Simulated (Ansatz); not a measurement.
## A convergence test on CdS (Greenockite): k mesh of the hybrid

How far can the k mesh of the hybrid be lowered for the gap of CdS (Greenockite)?

Program: Ansatz 0.2.0. Level of theory: DFT, HSE06, plane waves, PAW. Results are calculated unless marked as measured.

### 1. Set-up

Symmetry: P6_3mc, No. 186, hexagonal system. Conventional cell: a = 4.137 Å, b = 4.137 Å, c = 6.714 Å, α = 90.00°, β = 90.00°, γ = 120.00°. Cd has 4 S at 2.52 to 2.53 Å nearest. Nearest to S lie 4 Cd at 2.52 to 2.53 Å. Farther neighbours and most contacts between anions are not listed.

The cell and positions come from the Crystallography Open Database and are kept as given unless a step says otherwise. The default PAW set here is soft_2. Its files were made with PBE.

### 2. k mesh of the hybrid: 3×3×2

input.yaml reads:

```yaml
crystal:
  lattice:
    - [4.137, 0.0, 0.0]
    - [-2.0685, 3.5827470955, 0.0]
    - [0.0, 0.0, 6.7144]
  atoms:
    - { symbol: Cd, position: [0.6666666667, 0.3333333333, 0.0] }
    - { symbol: Cd, position: [0.3333333333, 0.6666666667, 0.5] }
    - { symbol: S, position: [0.6666666667, 0.3333333333, 0.375] }
    - { symbol: S, position: [0.3333333333, 0.6666666667, 0.875] }
kpoints:
  mp_grid: { grid: [3, 3, 2] }
  band_path:
    path:
      - [0.0, 0.0, 0.0]
      - [0.5, 0.0, 0.0]
      - [0.33333333, 0.33333333, 0.0]
      - [0.0, 0.0, 0.5]
      - [0.5, 0.0, 0.5]
      - [0.33333333, 0.33333333, 0.5]
    npoints: 1
hamiltonian:
  xc: hse06
scf:
  occupations: { method: fixed }
  n_extra_bands: 5
output:
  eigenvalues: true
```

Run with:

```
> ansatz run input.yaml --threads 3 --pin off --max-ram 92160MiB --backend cuda --events-out ev --progress --plain --runs-dir out --devices 1 --max-vram 13GiB
```

Numbers of over 12 decimals in the logs are rounded to 6 here.

The log of the run:

```text
scf.n_extra_bands = 5 over 26 filled bands (N_el = 52.0): the run solves 31 bands
GPUs: using 1 of 1 available (devices: 1).
Engine: ansatz 0.2.0, x86_64-unknown-linux-gnu
Pseudopotentials: kind: paw
Pseudopotential: Cd, paw, valence charge 20, recommended cutoff 420 eV (normal), Cd.paw.azcp
Pseudopotential: S, paw, valence charge 6, recommended cutoff 420 eV (normal), S.paw.azcp
Functional definition: HSE06
  parameter a = 0.25
  parameter omega = 0.11/bohr
  exchange = pbe_x - a*pbe_x_sr(omega) + a*exact_x_sr(omega)
  correlation = pbe_c
davidson cushion auto → on  (no smearing: the cushion is to keep the highest requested band from converging to the state above it; pin scf.eigensolver.cushion to override)
device memory: the entry about to start is reckoned to put 1.3 GiB on a device that reports 59.4 GiB free (of which the cap on the GPU budget leaves the run 13.0 GiB)
GPU FFT provider: cuFFT
GPU libraries: cuBLAS 13.8.2, cuFFT 12.4.0, cuSOLVER 12.3.4
Crystal: 4 atoms, lattice volume = 99.520 Å³
Basis set: ecut = 420 eV, 1943 PW (Γ)
Bands: 31, of which v1, the nominal top of the filled ones, is band 26 counted from 1 (25 counted from 0)
Symmetry: 12 space group operations
Space group: P63mc (ITA 186), of the structure as read, at distance tolerance 4.6e-5 Å
k-points: 6 of 18
Non-local potential: Cd, projectors of the file, l = 0: 3, l = 1: 2, l = 2: 2, l = 3: 1
Non-local potential: S, projectors of the file, l = 0: 2, l = 1: 2, l = 2: 2
PAW form: soft (Blöchl's): semilocal exchange-correlation on the pseudo side does not see the compensation charge
PAW frozen core: Cd, regenerated for the run's functional, and the local potential with it (the file was generated under x = pbe(κ = 0.804, μ = 0.219515), c = pbe(β = 0.066725))
PAW frozen core: S, regenerated for the run's functional, and the local potential with it (the file was generated under x = pbe(κ = 0.804, μ = 0.219515), c = pbe(β = 0.066725))
PAW one-centre angular grid: Cd, 590 points (default); XC on 64 Gauss nodes
PAW one-centre angular grid: S, 110 points (default); XC on 64 Gauss nodes
Initial density: superposition of atomic densities (neutral atoms: chi_scale 0, normalization atom), corrected by the library's trained network
Initial wavefunctions: pseudopotential atomic-orbital guess
GPU buffer pool allocated for 40500 grid points (all kernels)
GPU transforms: local potential and band sums: pruned to the plane-wave sphere, on 27×27×45
Functional: x = pbe(κ = 0.804, μ = 0.219515), c = pbe(β = 0.066725), warm-up for x = pbe(κ = 0.804, μ = 0.219515) + 0.25 (exact − pbe) at short range (hse, ω = 0.207870 Å⁻¹), c = pbe(β = 0.066725); HSE06 as pw.x's `hse` composes it (authors' and Libxc's form: `xc: wpbeh`)
SCF iter   1: F=—  HF=-18315.460159 eV  |F-HF|=—  |Δ(HF+E_count)|=         —  Δρ=1.42e-3  dr2=2.15e-3  ethr=1.77e-3  ⟨swp⟩=9.7  Hψ=888  notcnv=0
preconditioner: auto → none  [insulator: Δε(μ)=1.206 eV  Ē_g=11.325 eV  n_scr=22 (ndim 8)  ℏωp=22.3 eV  f_vac=0.127]
SCF iter   2: F=—  HF=-18315.460835 eV  |F-HF|=—  |Δ(HF+E_count)|=   6.76e-4  Δρ=6.59e-4  dr2=3.59e-4  ethr=4.13e-6  ⟨swp⟩=4.8  Hψ=647  notcnv=0
SCF iter   3: F=-18315.460905 eV  HF=-18315.460865 eV  |F-HF|=4.05e-5  |Δ(HF+E_count)|=   2.98e-5  Δρ=3.03e-4  dr2=6.39e-5  ethr=6.90e-7  ⟨swp⟩=3.0  Hψ=494  notcnv=0
SCF 1 stopped early in 3 iterations: F = -18315.460905 eV  dr2 = 6.39e-5
  greatest PAW one-centre occupation: 1.000 electrons in one spin orbital (limit 2), on the Cd atom at site 0 (counted from 0), in its partial waves of l = 0
device memory: the entry about to start is reckoned to put 1.9 GiB on a device that reports 61.2 GiB free (of which the cap on the GPU budget leaves the run 13.0 GiB)
GPU FFT provider: cuFFT
GPU libraries: cuBLAS 13.8.2, cuFFT 12.4.0, cuSOLVER 12.3.4
Initial density: handed on by an earlier stage of this run
Initial wavefunctions: those handed on with the density
GPU buffer pool allocated for 40500 grid points (all kernels)
[...]
SCF iter   2: F=—  HF=-18324.240354 eV  |F-HF|=—  |Δ(HF+E_count)|=   8.68e-3  Δρ=2.42e-3  dr2=3.89e-3  ethr=1.23e-6  ⟨swp⟩=4.0  Hψ=721  notcnv=0
SCF iter   3: F=—  HF=-18324.253540 eV  |F-HF|=—  |Δ(HF+E_count)|=   1.32e-2  Δρ=1.64e-3  dr2=1.77e-3  ethr=1.23e-6  ⟨swp⟩=4.0  Hψ=667  notcnv=0
SCF iter   4: F=—  HF=-18324.253165 eV  |F-HF|=—  |Δ(HF+E_count)|=   3.75e-4  Δρ=4.28e-4  dr2=1.25e-4  ethr=1.23e-6  ⟨swp⟩=3.0  Hψ=523  notcnv=0
SCF iter   5: F=—  HF=-18324.253389 eV  |F-HF|=—  |Δ(HF+E_count)|=   2.23e-4  Δρ=1.98e-4  dr2=3.03e-5  ethr=1.98e-7  ⟨swp⟩=3.7  Hψ=494  notcnv=0
iter 6 solved again at ethr=6.30e-10 eV; its pass at ethr=5.55e-8 eV (dr2=3.28e-7 eV) is discarded
SCF iter   6: F=-18324.253381 eV  HF=-18324.253381 eV  |F-HF|=1.18e-7  |Δ(HF+E_count)|=   7.31e-6  Δρ=2.46e-5  dr2=1.79e-6  ethr=6.30e-10  ⟨swp⟩=3.2  Hψ=952  notcnv=0
SCF 2 stopped early in 6 iterations: F = -18324.253381 eV  dr2 = 1.79e-6
  greatest PAW one-centre occupation: 1.001 electrons in one spin orbital (limit 2), on the Cd atom at site 1 (counted from 0), in its partial waves of l = 1
hybrid outer 1: dexx = +1.590e-2 eV, tail = 5.62e-5 eV
GPU FFT provider: cuFFT
GPU libraries: cuBLAS 13.8.2, cuFFT 12.4.0, cuSOLVER 12.3.4
GPU buffer pool allocated for 40500 grid points (all kernels)
GPU transforms: local potential and band sums: pruned to the plane-wave sphere, on 27×27×45
Exchange kernel: α = 0.2500, screened, ω = 0.2079 Å⁻¹, Wigner–Seitz truncation, v(0) = 985.3749 eV·Å³, q-mesh 3×3×2, nearest image of the exchange supercell L = 12.41 Å, pair-density grid 20×20×30, without the augmentation charges, whose exchange is taken in its separable form by FFT convolution over the k-point mesh (sized by the pseudopotential files, 24×24×45 at the most), smooth part of the exact exchange by density-matrix convolution in up to 958.5 MiB of GPU memory as planned if the GPU has room (build and FFT work areas not counted)
Frozen-core exchange: fock
SCF iter   1: F=—  HF=-18324.253453 eV  |F-HF|=—  |Δ(HF+E_count)|=         —  Δρ=5.21e-5  dr2=7.21e-7  ethr=5.40e-7  ⟨swp⟩=3.0  Hψ=450  notcnv=0
preconditioner: auto → none  [insulator: Δε(μ)=2.274 eV  Ē_g=13.278 eV  n_scr=22 (ndim 8)  ℏωp=22.3 eV  f_vac=0.135]
SCF iter   2: F=—  HF=-18324.253453 eV  |F-HF|=—  |Δ(HF+E_count)|=   1.74e-8  Δρ=1.81e-5  dr2=2.17e-7  ethr=1.29e-9  ⟨swp⟩=3.8  Hψ=605  notcnv=0
iter 3 solved again at ethr=2.66e-11 eV; its pass at ethr=3.22e-10 eV (dr2=1.38e-8 eV) is discarded
SCF iter   3: F=-18324.253453 eV  HF=-18324.253453 eV  |F-HF|=1.47e-8  |Δ(HF+E_count)|=   4.48e-8  Δρ=4.96e-6  dr2=5.22e-8  ethr=2.66e-11  ⟨swp⟩=2.0  Hψ=963  notcnv=0
SCF 3 converged in 3 iterations: F = -18324.253453 eV  dr2 = 5.22e-8
hybrid outer 2: dexx = +4.848e-7 eV, tail = 1.54e-7 eV, Δε = 3.58e-3 eV (about 2.33e-4 eV left of the loop's levels)
device memory: the entry about to start is reckoned to put 0.5 GiB on a device that reports 64.3 GiB free (of which the cap on the GPU budget leaves the run 13.0 GiB)
NSCF: frozen V_eff on 6 k-points
hybrid SCF converged: 2 outer / 9 inner (+3 warm-up), last move |dexx| = 4.85e-7 eV, tail = 1.54e-7 eV
Stability not checked: this state was not tested for a lower state beside it, because the functional holds exact exchange (a hybrid, or Hartree-Fock), whose exchange loop this test does not read (fock_operator; see scf.lower_state_search)
Free energy (F): -18324.253454 eV
Frozen-core exchange: fock
Harris-Foulkes:  -18324.253454 eV  (|F-HF|=1.47e-8)
Internal energy: -18324.253454 eV  (E = F + TS)
E sigma→0 (E₀):  -18324.253454 eV
Fermi energy:    6.234410 eV
--- Per-component energies (eV) ---
  E_band       = -1141.497699
  E_kinetic    = 1226.198630
  E_local      = -8052.117780  (includes V_loc(G=0)·N_el)
  E_nonlocal   = 125.730865
  E_hartree    = 3703.531933
  E_xc         = -438.105588
  E_vxc        = -491.504002  (∫ρ·V_xc dr)
  E_exx        = -199.439859  (= α·E_x^exact, valence–valence)
  E_paw        = -9288.965195  (= ΣΔE_a)
  E_vpaw       = -958.003353  (= ΣTr[D̂ρ^β])
  E_aug_tail   = 0.000032  (compensation charges beyond the density's cutoff)
  E_ewald      = -5399.695785
  E_core_change = -1.390708  (= ΣΔE_core)
  E_smearing   = -0.000000  (= −TS)
  E_closure    = -0.000000  (closes the sum)
  Σ components = -18324.253454   (vs F -18324.253454, Δ=0.00e0)
--- Band table (eV; the first three rows and the last of 6) ---
  k-point 0: bands = [... 22 lower, 5.4055, 6.2120, 6.2344, 6.2344, 8.5081, 10.1475, 13.8627, 13.8627, ... 1 higher]
  k-point 1: bands = [... 22 lower, 5.8058, 5.8058, 5.8058, 5.8058, 10.2041, 10.2041, 13.5700, 13.5700, ... 1 higher]
  k-point 2: bands = [... 22 lower, 3.5669, 4.4893, 5.3725, 5.6419, 10.8006, 11.3380, 12.6779, 13.6279, ... 1 higher]
  k-point 5: bands = [... 22 lower, 3.6626, 3.6626, 5.0527, 5.0527, 11.7949, 11.7949, 13.3537, 13.3537, ... 1 higher]
```

Run time: 13 s. Hardware: 1 × NVIDIA H100 80GB HBM3 (shared by 6 runs) with 3 threads of AMD EPYC 7R13 (Zen 3), shared host; peak memory 1.1 GiB.

Numbers from this step:

```
gap                     : 2.274 eV
valence top at          : Γ
conduction bottom at    : Γ
least direct gap        : 2.274 eV
exact-exchange fraction : 0.25
```

The gap is direct, at Γ.

### 3. k mesh of the hybrid: 6×6×2

Edit input.yaml of step 2 so:

```diff
@@ -11,3 +11,3 @@
 kpoints:
-  mp_grid: { grid: [3, 3, 2] }
+  mp_grid: { grid: [6, 6, 2] }
   band_path:
```

The log of the run:

```text
[...]
GPUs: using 1 of 1 available (devices: 1).
[...]
GPU FFT provider: cuFFT
GPU libraries: cuBLAS 13.8.2, cuFFT 12.4.0, cuSOLVER 12.3.4
Crystal: 4 atoms, lattice volume = 99.520 Å³
Basis set: ecut = 420 eV, 1943 PW (Γ)
Bands: 31, of which v1, the nominal top of the filled ones, is band 26 counted from 1 (25 counted from 0)
Symmetry: 12 space group operations
[...]
k-points: 14 of 72
[...]
Fermi energy:    6.221301 eV
[...]
--- Band table (eV; the first three rows and the last of 14) ---
  k-point 0: bands = [... 22 lower, 5.3923, 6.1740, 6.2213, 6.2213, 8.4659, 10.1128, 13.8483, 13.8483, ... 1 higher]
  k-point 1: bands = [... 22 lower, 5.7925, 5.7925, 5.7925, 5.7925, 10.1609, 10.1609, 13.5478, 13.5478, ... 1 higher]
  k-point 2: bands = [... 22 lower, 5.0334, 5.0568, 5.9561, 6.0227, 9.5826, 11.0107, 13.0846, 14.1993, ... 1 higher]
  k-point 13: bands = [... 22 lower, 3.6296, 3.6296, 5.0204, 5.0204, 11.7818, 11.7818, 13.3333, 13.3333, ... 1 higher]
[key lines of the parts left out:]
Free energy (F): -18324.386308 eV
```

It took 19 s on 1 × NVIDIA H100 80GB HBM3 (shared by 6 runs) with 3 threads; peak memory 1.3 GiB.

This step gave:

- gap: 2.245 eV
- valence top at: Γ
- conduction bottom at: Γ
- least direct gap: 2.245 eV

The gap is 2.245 eV, −0.029 eV from the run before at this level.

### 4. k mesh of the hybrid: 6×6×4

Edit input.yaml of step 3 so:

```diff
@@ -11,3 +11,3 @@
 kpoints:
-  mp_grid: { grid: [6, 6, 2] }
+  mp_grid: { grid: [6, 6, 4] }
   band_path:
@@ -28 +28,5 @@
   eigenvalues: true
+  write_density: true
+  write_potential: true
+  elf: true
+  volumetric_format: npy
```

The log of the run:

```text
[...]
GPUs: using 1 of 1 available (devices: 1).
[...]
GPU FFT provider: cuFFT
GPU libraries: cuBLAS 13.8.2, cuFFT 12.4.0, cuSOLVER 12.3.4
Crystal: 4 atoms, lattice volume = 99.520 Å³
Basis set: ecut = 420 eV, 1943 PW (Γ)
Bands: 31, of which v1, the nominal top of the filled ones, is band 26 counted from 1 (25 counted from 0)
Symmetry: 12 space group operations
[...]
k-points: 21 of 144 (time reversal used)
[...]
Fermi energy:    6.220331 eV
[...]
--- Band table (eV; the first three rows and the last of 21) ---
  k-point 0: bands = [... 22 lower, 5.3927, 6.1778, 6.2203, 6.2203, 8.4637, 10.1125, 13.8489, 13.8489, ... 1 higher]
  k-point 1: bands = [... 22 lower, 5.5072, 5.5072, 6.0919, 6.0919, 9.3118, 10.1921, 13.6851, 13.9134, ... 1 higher]
  k-point 2: bands = [... 22 lower, 5.7926, 5.7926, 5.7926, 5.7926, 10.1611, 10.1611, 13.5489, 13.5489, ... 1 higher]
  k-point 20: bands = [... 22 lower, 3.6298, 3.6298, 5.0211, 5.0211, 11.7814, 11.7814, 13.3332, 13.3332, ... 1 higher]
[key lines of the parts left out:]
Free energy (F): -18324.386482 eV
```

It took 27 s on 1 × NVIDIA H100 80GB HBM3 (shared by 6 runs) with 3 threads; peak memory 1.4 GiB; 29 s of CPU time.

This step gave:

| Property | Result |
| --- | --- |
| gap | 2.243 eV |
| valence top at | Γ |
| conduction bottom at | Γ |
| least direct gap | 2.243 eV |

The gap is 2.243 eV, −0.001 eV from the run before at this level.

### 5. The series

Differences are against the last row; a negative gap means that bands overlap, and a run with a band path holds that path's time. Times are wall times on 1 × NVIDIA H100 80GB HBM3 (shared by 6 runs) with 3 threads of AMD EPYC 7R13 (Zen 3), shared host, good to a factor of about two.

| k mesh of the hybrid | gap (eV) | direct gap (eV) | gap error (eV) | energy error (meV/atom) | irreducible k | time |
| --- | --- | --- | --- | --- | --- | --- |
| 3×3×2 | 2.274 | 2.274 | +0.030 | +33.3 | 6 | 13 s |
| 6×6×2 | 2.245 | 2.245 | +0.001 | +0.0 | 14 | 19 s |
| 6×6×4 | 2.243 | 2.243 | +0.000 | +0.0 | 21 | 27 s |

### 6. Results

```yaml
3x3x2: 2.274 eV
6x6x2: 2.245 eV
6x6x4: 2.243 eV
```

What this shows: The gap holds to 0.02 eV from 6×6×2 on. At 3×3×2 the gap is off by +0.030 eV and the energy by +33 meV/atom. The gap is read over the mesh and added points near the edges, so meshes differ mainly through the density and, for a hybrid, the exchange operator.

[Paths, hosts, dates, memory and timing lines, banners, echoed tables and standing remarks are left out of the program output.]

[Logs are printed without paths, hosts, clocks, repeated set-up lines and the standing remarks that a program may print on its own settings, such as how far it seeks lower states.]

[Runs of the session that timed out or met a known fault of the program may be left out.]

[Cells called generated may have been cut or substituted from an entry of the Crystallography Open Database or the Materials Project.]

[Hosts, paths, dates, database ids (printed as entryN), source tags and the programs' standing remarks are cut or masked in the printed files.]
